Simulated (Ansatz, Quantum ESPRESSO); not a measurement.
# TmBi (Fm-3m): zone-centre phonons, part 2 of 2

Aim: the zone-centre modes of TmBi (Fm-3m).

Quantum ESPRESSO 7.5; DFT PBEsol, scalar-relativistic, plane waves, PseudoDojo norm-conserving, 4f in core pseudopotentials.

So far. Step 5 (Linear response at Γ): The acoustic modes at Γ come out as far as 4.6 cm⁻¹ from zero, where they should vanish, a small numerical error. The relaxed cell has a = 6.151 Å (conventional setting).

### 6. Modes with the sum rule

A rigid shift of the crystal must cost nothing, but grids and finite bases break this; the acoustic sum rule is imposed before the matrix is diagonalised again.

File dynmat.in:

```
&input
   fildyn = 'g.dyn'
   asr = 'simple'
/
```

Started as:

```console
dynmat.x -in dynmat.in > dynmat.out
```

Numbers of over 12 decimals in the logs are rounded to 6 here.

The log of the run:

```text
[banner, memory and clock lines left out]
Program DYNMAT v.7.5

     Reading Dynamical Matrix from file g.dyn
     ...Force constants read
     ...epsilon and Z* not read (not found on file)
     A direction for q was not specified:TO-LO splitting will be absent

     Polarizability (A^3 units)
     multiply by 1.000000 for Clausius-Mossotti correction
         0.000000    0.000000    0.000000
         0.000000    0.000000    0.000000
         0.000000    0.000000    0.000000

     IR activities are in (D/A)^2/amu units

# mode   [cm-1]    [THz]      IR
    1     -0.00   -0.0000    0.0000
    2      0.00    0.0000    0.0000
    3      0.00    0.0000    0.0000
    4    123.43    3.7002    0.0000
    5    123.43    3.7002    0.0000
    6    123.43    3.7002    0.0000
```

Wall time 0.47 s (1 thread of Arm Neoverse V2, shared host).

Read from the output:

```
highest optical zone-centre mode (no LO-TO term) : 123.4 cm⁻¹
lowest optical zone-centre mode                  : 123.4 cm⁻¹
```

Zone-centre frequencies as printed; negative means imaginary. Modes:

```
mode  frequency (cm⁻¹)
   1                 0
   2                 0
   3                 0
   4             123.4
   5             123.4
   6             123.4
```

The rule moves no optical mode by more than 0.1 cm⁻¹.

### 7. Sum rules set otherwise (asr crystal)

The rule can be imposed in more than one way; the choices should agree where the raw error is small.

File dynmat.in:

```
&input
   fildyn = 'g.dyn'
   asr = 'crystal'
/
```

Started as:

```console
dynmat.x -in dynmat.in > dynmat.out
```

The log of the run:

```text
[banner, memory and clock lines left out]
Program DYNMAT v.7.5

     Reading Dynamical Matrix from file g.dyn
     ...Force constants read
     ...epsilon and Z* not read (not found on file)
     Acoustic Sum Rule: || Z*(ASR) - Z*(orig)|| =    0.000000E+00
     Acoustic Sum Rule: ||dyn(ASR) - dyn(orig)||=    6.222991E-04
     A direction for q was not specified:TO-LO splitting will be absent

     Polarizability (A^3 units)
     multiply by 1.000000 for Clausius-Mossotti correction
         0.000000    0.000000    0.000000
         0.000000    0.000000    0.000000
         0.000000    0.000000    0.000000

     IR activities are in (D/A)^2/amu units

# mode   [cm-1]    [THz]      IR
    1     -0.00   -0.0000    0.0000
    2      0.00    0.0000    0.0000
    3      0.00    0.0000    0.0000
    4    123.34    3.6976    0.0000
    5    123.34    3.6976    0.0000
    6    123.34    3.6976    0.0000
```

Run time: 0.48 s. Hardware: 1 thread.

This step gave:

| Quantity | Value |
| --- | --- |
| highest optical zone-centre mode (no LO-TO term) | 123.3 cm⁻¹ |
| lowest optical zone-centre mode | 123.3 cm⁻¹ |

Zone-centre frequencies as printed; negative means imaginary. Modes:

```
mode  frequency (cm⁻¹)
   1                 0
   2                 0
   3                 0
   4             123.3
   5             123.3
   6             123.3
```

Against the first rule no mode moves by more than 0.1 cm⁻¹.

### 8. Sum rules set otherwise: a sum rule for molecules or wires on a crystal

This rule also removes rotations, which suits wires and not a crystal; it is tried to see the harm.

File dynmat.in:

```
&input
   fildyn = 'g.dyn'
   asr = 'one-dim'
/
```

Started as:

```console
dynmat.x -in dynmat.in > dynmat.out
```

The log of the run:

```text
[banner, memory and clock lines left out]
Program DYNMAT v.7.5

     Reading Dynamical Matrix from file g.dyn
     ...Force constants read
     ...epsilon and Z* not read (not found on file)
asr rotation axis in 1D system=    3
     Acoustic Sum Rule: || Z*(ASR) - Z*(orig)|| =    0.000000E+00
     Acoustic Sum Rule: ||dyn(ASR) - dyn(orig)||=    2.151231E-01
     A direction for q was not specified:TO-LO splitting will be absent

     Polarizability (A^3 units)
     multiply by 1.000000 for Clausius-Mossotti correction
         0.000000    0.000000    0.000000
         0.000000    0.000000    0.000000
         0.000000    0.000000    0.000000

     IR activities are in (D/A)^2/amu units

# mode   [cm-1]    [THz]      IR
    1     -0.00   -0.0000    0.0000
    2     -0.00   -0.0000    0.0000
    3     -0.00   -0.0000    0.0000
    4     -0.00   -0.0000    0.0000
    5    123.34    3.6976    0.0000
    6    123.34    3.6976    0.0000
```

Wall time 0.48 s (1 thread).

The program raised no error, yet the settings are not those of a careful run.

The fault: a sum rule for molecules or wires on a crystal; 1 optical mode is projected out to zero frequency, as if it were a rotation.

For a crystal the rule has to be 'simple' or 'crystal'.

Zone-centre frequencies as printed; negative means imaginary. Modes:

```
mode  frequency (cm⁻¹)
   1                 0
   2                 0
   3                 0
   4                 0
   5             123.3
   6             123.3
```

### 9. A second program

The same cell goes through another code at the same cutoff. The potentials differ. Its k mesh is centred on Γ.

This step: DFT PBEsol, scalar-relativistic, plane waves, norm-conserving pseudopotentials, 4f in core (Ansatz 0.2.0).

File input.yaml:

```yaml
crystal:
  lattice:
    - [-3.0755858312, 0.0, 3.0755858312]
    - [0.0, 3.0755858312, 3.0755858312]
    - [-3.0755858312, 3.0755858312, 0.0]
  atoms:
    - { symbol: Tm, position: [0.5, 0.5, 0.5] }
    - { symbol: Bi, position: [0.0, 0.0, 0.0] }
kpoints:
  mp_grid: { grid: [8, 8, 8] }
hamiltonian:
  xc: pbesol
  pseudopotentials:
    kind: nc
    azcp: { Tm: "pseudopotentials/pbe/nc/lanthanide_3plus/Tm.nc.azcp" }
    accuracy: standard
scf:
  occupations: { method: cold, width: 0.27211 }
output:
  eigenvalues: true
basis:
  ecutwfc: 789.13
phonons:
  method: dfpt
```

Started as:

```console
ansatz run input.yaml --threads 4 --pin off --max-ram 8192MiB --backend cpu --events-out ev --progress --plain --runs-dir out
```

The log of the run:

```text
Warning: basis.ecutwfc = 789.13 eV is below the records' recommended 897.975746 eV, and the density's cutoff is lower with it unless basis.ecutrho_ratio is high enough to keep the records' density cutoff: compare with a run at a higher cutoff
Warning: <dir> the record states the generating functional pbe (its physics header spells it `PBE`), which answers neither for hamiltonian.xc's functional nor for the pbesol family's — results may be inconsistent (PPs are generated against a specific XC)
Engine: ansatz 0.2.0, aarch64-unknown-linux-gnu
Pseudopotentials: kind: nc
Pseudopotential: Tm, nc, valence charge 11, recommended cutoff 680.284656 eV (normal), <dir>
Pseudopotential: Bi, nc, valence charge 15, recommended cutoff 897.975746 eV (normal), Bi.nc.azcp (PseudoDojo's, or run here from an input of PseudoDojo's; its table is named by hamiltonian.pseudopotentials.accuracy)
Functional definition: PBEsol
  exchange = pbesol_x
  correlation = pbesol_c
Crystal: 2 atoms, lattice volume = 58.185 Å³
Basis set: ecut = 789.13 eV, 2891 PW (Γ), exchange–correlation on 80×80×80 points (8 copies of the dense FFT grid, shifted against one another)
Bands: 17, of which v1, the nominal top of the filled ones, is band 13 counted from 1 (12 counted from 0)
Symmetry: 48 space group operations
k-points: 59 of 512 (irreducible under 8 space group operations, time reversal used)
Non-local potential: Tm, projectors of the file, l = 0: 2, l = 1: 2, l = 2: 2, l = 3: 1
Non-local potential: Bi, projectors of the file, l = 0: 2, l = 1: 2, l = 2: 2, l = 3: 2
Initial density: superposition of atomic densities (chi_scale 0.1, normalization cell, long waves kept (reshape's long-wave potential 0.00 eV rms))
Initial wavefunctions: pseudopotential atomic-orbital guess
Functional: x = pbesol(κ = 0.804, μ = 0.123457), c = pbesol(β = 0.046)
SCF iter   1: F=—  HF=-3469.446761 eV  |F-HF|=—  |Δ(HF+E_count)|=         —  Δρ=3.16e-2  dr2=6.11e-1  ethr=3.10e-3  ⟨swp⟩=5.0  Hψ=4224  notcnv=0
preconditioner: auto → Kerker (q_TF=auto, 2.386 Å⁻¹)  [metal: Δε(μ)=0.040 eV  Ē_g=6.787 eV  σ=0.272 eV  W_gap=0.10  n_scr=14 (ndim 8)  ℏωp=13.8 eV  f_vac=0.000  D(μ)=0.47/eV (n_scr^D=0)]
SCF iter   2: F=—  HF=-3469.277290 eV  |F-HF|=—  |Δ(HF+E_count)|=   1.69e-1  S|Δr|=    0.00e0  Δρ=1.69e-2  dr2=1.69e-1  ethr=2.35e-3  ⟨swp⟩=1.0  Hψ=1475  notcnv=0
SCF iter   3: F=—  HF=-3469.236207 eV  |F-HF|=—  |Δ(HF+E_count)|=   4.11e-2  S|Δr|=    0.00e0  Δρ=3.54e-3  dr2=4.08e-3  ethr=6.50e-4  ⟨swp⟩=2.0  Hψ=1537  notcnv=0
SCF iter   4: F=—  HF=-3469.236761 eV  |F-HF|=—  |Δ(HF+E_count)|=   5.54e-4  S|Δr|=    0.00e0  Δρ=1.92e-3  dr2=1.12e-3  ethr=1.57e-5  ⟨swp⟩=2.0  Hψ=1559  notcnv=0
SCF iter   5: F=—  HF=-3469.236269 eV  |F-HF|=—  |Δ(HF+E_count)|=   4.91e-4  S|Δr|=    0.00e0  Δρ=3.68e-4  dr2=4.61e-5  ethr=4.31e-6  ⟨swp⟩=2.1  Hψ=1456  notcnv=0
SCF iter   6: F=—  HF=-3469.236252 eV  |F-HF|=—  |Δ(HF+E_count)|=   1.76e-5  S|Δr|=    0.00e0  Δρ=6.69e-5  dr2=3.34e-6  ethr=1.77e-7  ⟨swp⟩=2.0  Hψ=1667  notcnv=0
SCF iter   7: F=—  HF=-3469.236252 eV  |F-HF|=—  |Δ(HF+E_count)|=   2.32e-7  S|Δr|=    0.00e0  Δρ=2.11e-5  dr2=2.31e-7  ethr=1.28e-8  ⟨swp⟩=2.1  Hψ=1718  notcnv=0
SCF iter   8: F=—  HF=-3469.236255 eV  |F-HF|=—  |Δ(HF+E_count)|=   2.80e-6  S|Δr|=    0.00e0  Δρ=8.79e-6  dr2=3.75e-8  ethr=8.88e-10  ⟨swp⟩=2.1  Hψ=1194  notcnv=0
SCF iter   9: F=—  HF=-3469.236255 eV  |F-HF|=—  |Δ(HF+E_count)|=   1.54e-8  S|Δr|=    0.00e0  Δρ=6.24e-7  dr2=1.90e-10  ethr=1.44e-10  ⟨swp⟩=2.0  Hψ=1728  notcnv=0
SCF iter  10: F=-3469.236255 eV  HF=-3469.236255 eV  |F-HF|=4.55e-13  |Δ(HF+E_count)|=  8.55e-11  S|Δr|=    0.00e0  Δρ=5.71e-8  dr2=9.75e-13  ethr=1.00e-12  ⟨swp⟩=5.9  Hψ=6275  notcnv=0
SCF 1 converged in 10 iterations: F = -3469.236255 eV  dr2 = 9.75e-13
DFPT response loops at Γ: preconditioner auto → Kerker (q_TF=auto, 2.386 Å⁻¹) (partly filled bands, converged f_vac=0.000); β = 1.00, the filter's whole step (`scf.mixing.beta` (0.50) is not read by the response loops under this deck's `scf.mixing.preconditioner`; to damp them name `kerker` or `kerker_dos`, under which they read `scf.mixing.beta`, and type it under 1.00, their step now; both keys bind the ground state too); Broyden in place of MSR1
SCF converged after 10 iterations
Stability not checked: this state was not tested for a lower state beside it, because cold or Methfessel-Paxton smearing, or corrected tetrahedra, fill the levels in a way that the test cannot read (fill_not_monotonic; see scf.lower_state_search)
Free energy (F): -3469.236255 eV
Harris-Foulkes:  -3469.236255 eV  (|F-HF|=4.55e-13)
Internal energy: -3469.231475 eV  (E = F + TS)
E sigma→0 (E₀):  -3469.234661 eV
Entropy (-TS):   -0.004780 eV (-2.390 meV/atom)
Fermi energy:    11.502267 eV
Step filling:    the computed levels leave a gap of 0.0000 eV = 0.0 smearing widths at the electron count; against every level under it full and every level over it empty, smearing changes F+E_penalty+E_count by -2.777 meV and its σ→0 estimate by -1.183 meV
--- Per-component energies (eV) ---
  E_band       = -218.982373
  E_kinetic    = 1371.243830
  E_local      = -1870.079941  (includes V_loc(G=0)·N_el)
  E_nonlocal   = -431.261957
  E_hartree    = 631.463079
  E_xc         = -892.872897
  E_vxc        = -551.810467  (∫ρ·V_xc dr)
  E_ewald      = -2277.723588
  E_smearing   = -0.004780  (= −TS)
  E_closure    = -0.000000  (closes the sum)
  Σ components = -3469.236255   (vs F -3469.236255, Δ=0.00e0)
--- Band table (eV; the first three rows and the last of 59) ---
  k-point 0: bands = [... 9 lower, -0.2487, 12.4123, 12.4123, 12.4123, 12.5815, 12.5815, 12.5815, 13.4282]
  k-point 1: bands = [... 9 lower, -0.0913, 10.5451, 11.3959, 11.3959, 12.8615, 12.8675, 12.8675, 14.5882]
  k-point 2: bands = [... 9 lower, 0.3331, 8.6101, 10.4056, 10.4056, 12.9988, 13.3441, 13.3441, 16.2887]
  k-point 58: bands = [... 9 lower, 0.8604, 8.2005, 10.6273, 10.6273, 10.9548, 13.3937, 14.3087, 15.1396]
--- Phonons (Γ-DFPT): 2 representative perturbations + reference, on 59 of 512 k-points (Σ response iterations 6) ---
  k mesh reduced under 8 symmetry operations, with k and −k counted as one. Each operation leaves every solved perturbation unchanged. A smaller set is not used because it would not reduce the number of displacements times k-points to solve
  ASR residual: 8.174e-5 → 0.000e0 eV/Å²; symmetrization residual: 5.730e-6 eV/Å²
  ASR residual per site (eV/Å²): 5.78e-6 8.17e-5
  Γ frequencies (cm⁻¹): 0.00 0.00 0.00 123.14 123.14 123.14
  non-analytic LO–TO correction: not included (Born effective charges unavailable; polar crystals: no LO–TO splitting at Γ)
```

Wall time 9.1 s (4 threads); peak memory 0.78 GiB; 34 s of CPU time.

Numbers from this step:

* sum-rule residual before enforcement: 8.17e-5 eV/Å²
* highest optical zone-centre mode (no LO-TO term): 123.1 cm⁻¹
* lowest optical zone-centre mode: 123.1 cm⁻¹

### 10. The two compared: QE PseudoDojo and Ansatz, library NC

Worked out from the results:

* root-mean-square difference: 0.29 cm⁻¹
* largest difference: 0.29 cm⁻¹

Frequencies side by side, by row:

```
q (reciprocal lattice)  mode  QE PseudoDojo (cm⁻¹)  Ansatz, library NC (cm⁻¹)
                 0 0 0     1                     0                          0
                 0 0 0     2                     0                          0
                 0 0 0     3                     0                          0
                 0 0 0     4                 123.4                      123.1
                 0 0 0     5                 123.4                      123.1
                 0 0 0     6                 123.4                      123.1
```

At the zone centre the largest difference (acoustic modes at Γ apart) is 0.2 % of the highest mode.

### 11. Outcome

```
space group after relaxation                                           : Fm-3m
volume per atom                                                        : 29.1 Å³
highest optical zone-centre mode (no LO-TO term)                       : 123.4 cm⁻¹
imaginary optical modes at the zone centre (no q mesh in this session) : none
largest difference from Ansatz, library NC                             : 0.29 cm⁻¹
```

In words: At the PBEsol level the optical modes of TmBi (Fm-3m) at the zone centre lie at 123 cm⁻¹. QE PseudoDojo and Ansatz, library NC agree to 0.29 cm⁻¹ (0.2 % of the highest mode compared) on all solved modes but the acoustic ones at Γ, without the LO-TO term. These are harmonic frequencies at zero temperature: anharmonic shifts and linewidths and thermal expansion are left out. Spin-orbit coupling is left out, which can matter for the heavy elements here. In a metal the frequencies hang on the k mesh and the smearing, most of all near Kohn anomalies. The 4f electrons are frozen in the core as for a trivalent ion, in files made for PBE, so their moments and any magnetic order are left out. The relaxation ran at 58 Ry, under the 66 Ry recommended for these files; the stress of so short a basis can leave the cell about one per cent too small. Ansatz warns that the cutoff lies 12 % under the one recommended for these files; agreement at one cutoff is not convergence. The total energies of the two programs lie far apart, so at least one potential file in Ansatz's library differs from the published one read by the first program. The structure comes from a database and need not be the phase that is stable at ambient conditions.

[Host names and launcher messages were left out of these logs when they were recorded.]

[Logs are printed without paths, hosts, clocks, repeated set-up lines and the standing remarks that a program may print on its own settings, such as how far it seeks lower states.]

[Hosts, paths, dates, database ids (printed as entryN), source tags and the programs' standing remarks are cut or masked in the printed files.]
